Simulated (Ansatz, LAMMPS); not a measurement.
# Structural relaxation of glassy 64SiO2-18MgO-9Li2O-9K2O (mol %) (155 atoms), part 3 of 3

Wanted: the relaxed structure of glassy 64SiO2-18MgO-9Li2O-9K2O (mol %) (155 atoms) and its electronic structure.

Ansatz 0.2.0; Kohn-Sham DFT, PBE, PAW (set soft_2), plane waves.

The cell: 35 Si, 10 Mg, 10 Li, 10 K and 90 O. The quench rate of 50 K/ps is many orders above laboratory rates. The network of bonds at the start is that of the classical potential that made the cell. Sampling is at Γ alone, for a cell whose shortest periodic width is 13 Å.

So far, density (g/cm³): step 5 (distances and neighbours after relaxation) 2.56.

**6. Single point at the relaxed geometry**

One more single point at the end of the walk gives the fuller output and checks the residual forces.

Contents of input.yaml:

```yaml
crystal:
  lattice:
    - [12.66431, 0.0, 0.0]
    - [0.0, 12.66431, 0.0]
    - [0.0, 0.0, 12.66431]
  atoms:
    - { symbol: Si, position: [0.62046, 0.80236, 0.78341] }
    - { symbol: Si, position: [0.58155, 0.19812, 0.28999] }
    - { symbol: Si, position: [0.05292, 0.80895, 0.1712] }
    - { symbol: Si, position: [0.88433, 0.2609, 0.45343] }
    - { symbol: Si, position: [0.99959, 0.83831, 0.4055] }
    - { symbol: Si, position: [0.61413, 0.05666, 0.49362] }
    - { symbol: Si, position: [0.05791, 0.98812, 0.99769] }
    - { symbol: Si, position: [0.51058, 0.12494, 0.87374] }
    - { symbol: Si, position: [0.26729, 0.286, 0.06471] }
    - { symbol: Si, position: [0.38912, 0.33257, 0.27252] }
    - { symbol: Si, position: [0.47495, 0.77998, 0.2339] }
    - { symbol: Si, position: [0.81681, 0.46053, 0.31611] }
    - { symbol: Si, position: [0.06775, 0.25778, 0.62081] }
    - { symbol: Si, position: [0.91766, 0.93459, 0.81264] }
    - { symbol: Si, position: [0.31551, 0.64937, 0.58727] }
    - { symbol: Si, position: [0.26933, 0.05354, 0.09149] }
    - { symbol: Si, position: [0.6936, 0.66516, 0.60134] }
    - { symbol: Si, position: [0.38388, 0.33667, 0.85709] }
    - { symbol: Si, position: [0.15401, 0.602, 0.88388] }
    - { symbol: Si, position: [0.66066, 0.19383, 0.0671] }
    - { symbol: Si, position: [0.79072, 0.49529, 0.87092] }
    - { symbol: Si, position: [0.50045, 0.72275, 0.46698] }
    - { symbol: Si, position: [0.70814, 0.44229, 0.08856] }
    - { symbol: Si, position: [0.22957, 0.44385, 0.69618] }
    - { symbol: Si, position: [0.58697, 0.45425, 0.61922] }
    - { symbol: Si, position: [0.71332, 0.25258, 0.6243] }
    - { symbol: Si, position: [0.84688, 0.75685, 0.08552] }
    - { symbol: Si, position: [0.39924, 0.95555, 0.51379] }
    - { symbol: Si, position: [0.87448, 0.2765, 0.7859] }
    - { symbol: Si, position: [0.04634, 0.31477, 0.16562] }
    - { symbol: Si, position: [0.8967, 0.18187, 0.02108] }
    - { symbol: Si, position: [0.44592, 0.93324, 0.98448] }
    [... 117 atom lines left out ...]
    - { symbol: O, position: [0.63771, 0.69471, 0.71244] }
    - { symbol: O, position: [0.50089, 0.62135, 0.89851] }
    - { symbol: O, position: [0.23831, 0.70792, 0.50446] }
    - { symbol: O, position: [0.80201, 0.46466, 0.99539] }
    - { symbol: O, position: [0.43137, 0.63175, 0.52501] }
    - { symbol: O, position: [0.80117, 0.30323, 0.54656] }
kpoints:
  mp_grid: { grid: [1, 1, 1] }
hamiltonian:
  xc: pbe
scf:
  occupations: { method: fixed }
output:
  forces: true
  stress: true
  populations: intrinsic
  dos:
    method: { smearing: { sigma: 0.08 } }
    de: 0.1
    projected: { site_lists: { K: [K], Li: [Li], Mg: [Mg], O: [O], Si: [Si] } }
  eigenvalues: true
  write_density: true
  write_potential: true
  volumetric_format: npy
```

Launch:

```bash
$ ansatz run input.yaml --threads 4 --pin off --max-ram 8192MiB --backend cpu --events-out ev --progress --plain --runs-dir out
```

Numbers of over 12 decimals in the logs are rounded to 6 here.

The program printed:

```text
[...]
Crystal: 155 atoms, lattice volume = 2031.162 Å³
Basis set: ecut = 420 eV, 39607 PW (Γ), exchange–correlation on 180×180×180 points (8 copies of the dense FFT grid, shifted against one another)
Bands: 605, of which v1, the nominal top of the filled ones, is band 450 counted from 1 (449 counted from 0)
Symmetry: 1 space group operations
[...]
k-points: 1
[...]
SCF iter   1: F=—  HF=-110162.333880 eV  |F-HF|=—  |Δ(HF+E_count)|=         —  Δρ=1.74e-3  dr2=9.93e-2  ethr=1.77e-3  ⟨swp⟩=4.0  Hψ=2239  notcnv=0  defer=149
[...]
SCF iter   9: F=-110162.332670 eV  HF=-110162.332670 eV  |F-HF|=9.24e-9  |Δ(HF+E_count)|=   3.31e-8  Δρ=2.00e-6  dr2=7.79e-8  ethr=1.11e-11  ⟨swp⟩=23.0  Hψ=5972  notcnv=0
SCF 1 converged in 9 iterations: F = -110162.332670 eV  dr2 = 7.79e-8
[...]
SCF converged after 9 iterations
Free energy (F): -110162.332670 eV
[...]
Internal energy: -110162.332670 eV  (E = F + TS)
E sigma→0 (E₀):  -110162.332670 eV
Fermi energy:    3.858241 eV
[...]
--- Forces (eV/Å), atoms counted from 1 ---
  atom   1  Si     0.00058645     0.00939920    -0.00155822
  atom   2  Si     0.01074421    -0.00289828    -0.00454205
  atom   3  Si    -0.00161999     0.00363308    -0.02220183
  atom   4  Si    -0.00883576     0.00916354     0.01005099
  atom   5  Si    -0.01650108    -0.02028845    -0.00007174
  atom   6  Si    -0.00407603     0.00115776     0.00257058
  atom   7  Si    -0.01681622     0.01061686    -0.01530315
  atom   8  Si     0.00054017     0.01164492    -0.00118362
  atom   9  Si     0.00011939    -0.00225444    -0.00436620
  atom  10  Si     0.01116301     0.00384925    -0.01146886
  atom  11  Si    -0.00543726    -0.00588168     0.00626431
  atom  12  Si    -0.00189207    -0.01424267    -0.00335544
  atom  13  Si    -0.00969169    -0.01764006     0.00829682
  atom  14  Si     0.00104614     0.00684068    -0.00815868
[...]
atom 154  O     -0.00114365    -0.00185578     0.00321464
  atom 155  O      0.00540684    -0.00101935    -0.00588672
  max |Σ_I F_I| component: 3.74e-5 eV/Å
--- Stress (GPa, compression-positive) ---
        0.459773       0.003284      -0.102711
        0.003283       2.435941      -0.245544
       -0.102711      -0.245543       1.980541
  P = ⅓ Tr σ = 1.6254 GPa (16.254 kbar)
--- Band table (eV) ---
[...]
--- intrinsic populations: 155 sites ---
  site symbol       q [e]
     0     Si      2.4389
     1     Si      2.3580
     2     Si      2.3357
[...]
154      O      6.9082
  spilling = 0.000000 (of n_electrons = 900.000000)
```

Wall time 54 s (4 threads of Intel Xeon Platinum 8488C (Sapphire Rapids), shared host); peak memory 3.4 GiB; 3.2 min of CPU time.

The run gave:

```yaml
free_energy: -110162.3327 eV
free_energy_per_atom: -710.7247 eV/atom
scf_cycles: 9
pressure: 1.625 GPa
r_m_s_force_component: 0.00634 eV/Å
longest_force: 0.02786 eV/Å
fermi_energy: 3.858 eV
spacing_of_highest_filled_and_lowest_empty_level: 4.003 eV
```

Intrinsic-atomic-orbital charges by element and coordination:

```
element  coordination  atoms  mean charge (e)  spread  least    most
      K           all     10            0.866  0.0128  0.845   0.889
      K             4      3            0.872  9.0e-4  0.871   0.873
      K             5      3            0.860  0.0111  0.845   0.871
      K             6      3            0.871   0.015  0.852   0.889
      K             7      1            0.848       0  0.848   0.848
     Li           all     10            0.784  0.0057  0.779   0.797
     Li             3      3            0.780  0.0011  0.779   0.782
     Li             4      7            0.786  0.0061  0.780   0.797
     Mg           all     10             1.62  0.0134   1.60    1.65
     Mg             4      6             1.62  0.0106   1.60    1.64
     Mg             5      4             1.63  0.0116   1.62    1.65
      O           all     90            -1.01   0.123  -1.51  -0.879
      O             2     20           -0.902  0.0404  -1.07  -0.879
      O             3     47            -1.01   0.111  -1.21  -0.889
      O             4     23            -1.10   0.120  -1.51  -0.921
     Si           all     35             1.66  0.0595   1.55    1.74
```

Density of states as counts of states in windows of 1 eV (from the Fermi level), total and the larger projections:

```
from (eV)  to (eV)  total   O p  Si p
      -10       -9   11.2   7.4   0.6
       -9       -8   16.0  10.8   1.3
       -8       -7   25.3  17.9   3.2
       -7       -6   30.8  23.2   5.3
       -6       -5   24.5  18.9   3.9
       -5       -4   64.9  51.9   6.6
       -4       -3   87.1  75.2   5.5
       -3       -2  102.1  93.9   3.1
       -2       -1   97.0  91.3   2.0
       -1        0   76.3  73.0   1.1
        0        1    2.8   2.7   0.0
        1        3    0.0   0.0   0.0
        3        4    0.7   0.0   0.0
        4        5    1.3   0.0   0.0
```

The curve was stored every 0.10 eV, coarse against its broadening of 0.08 eV, so these counts are rough.

With fixed occupations the program's Fermi level is the highest filled level; weight inside the gap is the broadening of levels at its edges.

Between -26 and -10 eV lie 242 more states.

About 123 of the 900 electrons lie in deeper levels, below the stored range.

The levels nearest the highest filled one (over half full), pooled over k-points and spins:

```
level less the highest filled one (eV)  occupation
                                -0.161           2
                                -0.135           2
                                -0.104           2
                               -0.0602           2
                               -0.0309           2
                                     0           2
                                  4.00           0
                                  5.13           0
                                  5.36           0
                                  5.41           0
                                  5.45           0
                                  5.49           0
```

Electrostatic potential energy in the bc plane at fractional x = 0.393, with atoms of Si and Mg and Li and K and O within 0.2 Å of it. With pseudopotentials it is smooth inside the atoms' cores, unlike the true potential.

Ten even steps from '0' (-39 eV) to '9' (10 eV), each cell a mean:
```
899999999999999999999999999930035336
557999999886678999999999988863368777
225999988740015899999998743588999997
878999732520004899999998300068999999
999999854663247899999998621378999999
999999999998889999999999887889999999
999999999999999999999999999987789999
999999999999999999999999999963258999
999999988778999999999988899974468999
899999862125899999999877789998888877
589999840004799999999844789999986211
278999863236899999999733789999884000
589999988889999999999988999999986312
589999999999999999999999999999999875
689999999999999999999999999999999996
999999999987678999999999999999999888
789999999840026899999999999999998655
689999998720005899999999998866887302
789999999863247999988999998755788655
899999999998889998877899999888999888
689999999999999998777899999999999975
069999999999999999888999999999999820
489999999999999999999999988999998742
899999999999999999999999999985576446
```
Columns run along b (12.7 Å; values clipped at the 3rd and 97th percentile), rows up along c (12.7 Å). Atoms in or near the plane, at fractional coordinates: Si at (0.33, 0.27), Si at (0.34, 0.86), Si at (0.96, 0.51), Mg at (0.72, 0.84), Li at (0.83, 0.67), K at (0.26, 0.56), O at (0.82, 0.97), O at (0.98, 0.09).

Valence density in the bc plane at fractional x = 0.393, with atoms of Si and Mg and Li and K and O within 0.2 Å of it. It is the smooth field of the valence electrons, not physical close to the nuclei.

Values in units of 1e0 e/Å³, 13 rows by 16 columns, each cell a mean:
```
0.9 0.2 0.1 0.1 0.1 0.2 0.1 0.0 0.0 0.0 0.0 0.1 1.6 4.5 0.7 0.4
2.5 0.6 0.2 1.2 0.7 0.2 0.3 0.1 0.0 0.1 0.2 7.4 1.6 0.3 0.1 0.4
0.2 0.1 0.3 1.7 0.7 0.3 0.3 0.1 0.0 0.0 0.1 5.9 1.2 0.1 0.0 0.1
0.0 0.0 0.0 0.1 0.1 0.3 0.3 0.1 0.0 0.0 0.2 0.5 0.2 0.8 0.1 0.0
0.1 0.0 0.0 0.2 0.4 0.1 0.0 0.0 0.0 0.1 0.2 0.3 0.4 3.1 0.2 0.2
0.2 0.0 0.1 1.9 3.3 0.5 0.0 0.0 0.1 0.6 1.3 0.2 0.1 0.2 0.4 0.4
0.3 0.1 0.0 0.6 1.1 0.2 0.0 0.0 0.0 0.7 1.4 0.2 0.2 0.6 0.4 0.3
1.2 0.1 0.0 0.0 0.2 0.2 0.1 0.0 0.0 0.0 0.1 0.1 0.1 0.1 0.2 1.0
0.3 0.0 0.0 0.1 0.3 0.4 0.3 0.2 0.0 0.0 0.0 0.1 0.1 0.1 0.1 0.4
0.1 0.0 0.1 0.4 0.4 0.2 0.5 0.4 0.1 0.0 0.0 0.2 1.1 0.9 0.3 2.2
0.2 0.0 0.0 0.1 0.2 0.4 0.2 0.1 0.2 0.2 0.1 0.1 0.6 0.5 0.1 0.3
2.3 0.1 0.1 0.1 0.1 0.2 0.1 0.0 0.1 0.2 0.1 0.1 0.1 0.1 0.3 3.5
0.7 0.1 0.2 0.1 0.0 0.0 0.0 0.0 0.0 0.0 0.0 0.1 0.4 1.1 0.4 1.3
```
Columns run along b (12.7 Å), rows up along c (12.7 Å). Atoms in or near the plane, at fractional coordinates: Si at (0.33, 0.27), Si at (0.34, 0.86), Si at (0.96, 0.51), Mg at (0.72, 0.84), Li at (0.83, 0.67), K at (0.26, 0.56), O at (0.82, 0.97), O at (0.98, 0.09).

Mean intrinsic-atomic-orbital charges: K +0.87, Li +0.78, Mg +1.62, O -1.01, Si +1.66 e.

Local excerpt of 14 atoms (numbers count through the whole input) about O141, which has 2 bonded neighbours where the commonest count for O is 3; x, y, z are measured from there.

```
atom      x      y      z  distance (Å)  bonds  intrinsic-atomic-orbital charge (e)
O141   0.00   0.00   0.00          0.00      2                                -0.89
 Si7   0.33   0.50   1.53          1.64      4                                 1.74
Si14  -1.45  -0.18  -0.81          1.67      4                                 1.59
 O76   1.93   0.86   1.53          2.61      3                                -0.90
 O98  -0.59   1.79   1.87          2.66      3                                -0.90
O103  -1.58  -1.84  -1.15          2.68      3                                -0.94
O125  -2.69   0.40   0.06          2.72      3                                -1.15
O107  -0.03  -0.47   2.77          2.81      3                                -0.90
O105  -1.57   0.48  -2.29          2.82      4                                -1.11
 K57   2.63   1.21  -1.31          3.18      4                                 0.87
 O85  -1.39  -2.64   1.30          3.25      2                                -0.90
Si35  -1.22  -3.14  -0.20          3.37      4                                 1.73
 O74   0.32  -3.47  -0.62          3.54      3                                -0.92
Li47  -0.01   0.79  -3.52          3.61      3                                 0.78
```

The column of bonds counts only the pairs O-Si within 2.08 Å, O-K within 3.15 Å, O-Li within 2.58 Å, O-Mg within 2.48 Å; other neighbours, such as metal atoms beside each other in a compound, aren't counted, and periodic images can show an atom twice.

**7. Summary of results**

```yaml
energy_change_in_the_relaxation: -95.41 meV/atom
r_m_s_displacement: 0.325 Å
largest_displacement: 1.457 Å
free_energy_per_atom: -710.7247 eV/atom
pressure: 1.625 GPa
r_m_s_force_component: 0.00634 eV/Å
spacing_of_highest_filled_and_lowest_empty_level: 4.003 eV
wall_time_of_the_3_dft_runs: 8.8 min
```

Relaxation lowers the energy by 95.4 meV/atom and moves atoms by 0.33 Å r.m.s.; the r.m.s. force component goes from 1.4 to 0.0063 eV/Å, the pressure goes from 5.2 to 1.6 GPa, and the gap from 2.86 to 4.00 eV. By the final cutoffs 16 of 280 bonded pairs parted and 9 joined. First to last step the energy falls by 14.788 eV; the largest move, 1.46 Å, is that of Mg39. The O-Li bonds change most in mean length: from 2.104 Å (spread 0.168) to 2.000 Å (spread 0.141), and their number from 36 to 37. Counting bonds as in the table, 70 % of Li atoms have 4, 60 % of Mg atoms have 4 and 52 % of O atoms have 3 bonded neighbours. 57 % of the oxygens bridge two formers (Si) and 42 % are non-bridging; 1 % join none. The highest filled and lowest empty levels differ by 4.00 eV (at Γ alone); a semilocal functional tends to put such gaps too low. In a disordered cell it changes from sample to sample, and tail or defect levels can set it.

Caveats: The starting topology of bonds comes from the classical model; in DFT 16 of its 280 bonded pairs passed out of the cutoffs and 9 came within them. The pressure of 1.6 GPa says that the cell would expand at this level of theory.

[Logs are printed without paths, hosts, clocks, repeated set-up lines and the standing remarks that a program may print on its own settings, such as how far it seeks lower states.]

[Hosts, paths, dates, database ids (printed as entryN), source tags and the programs' standing remarks are cut or masked in the printed files.]
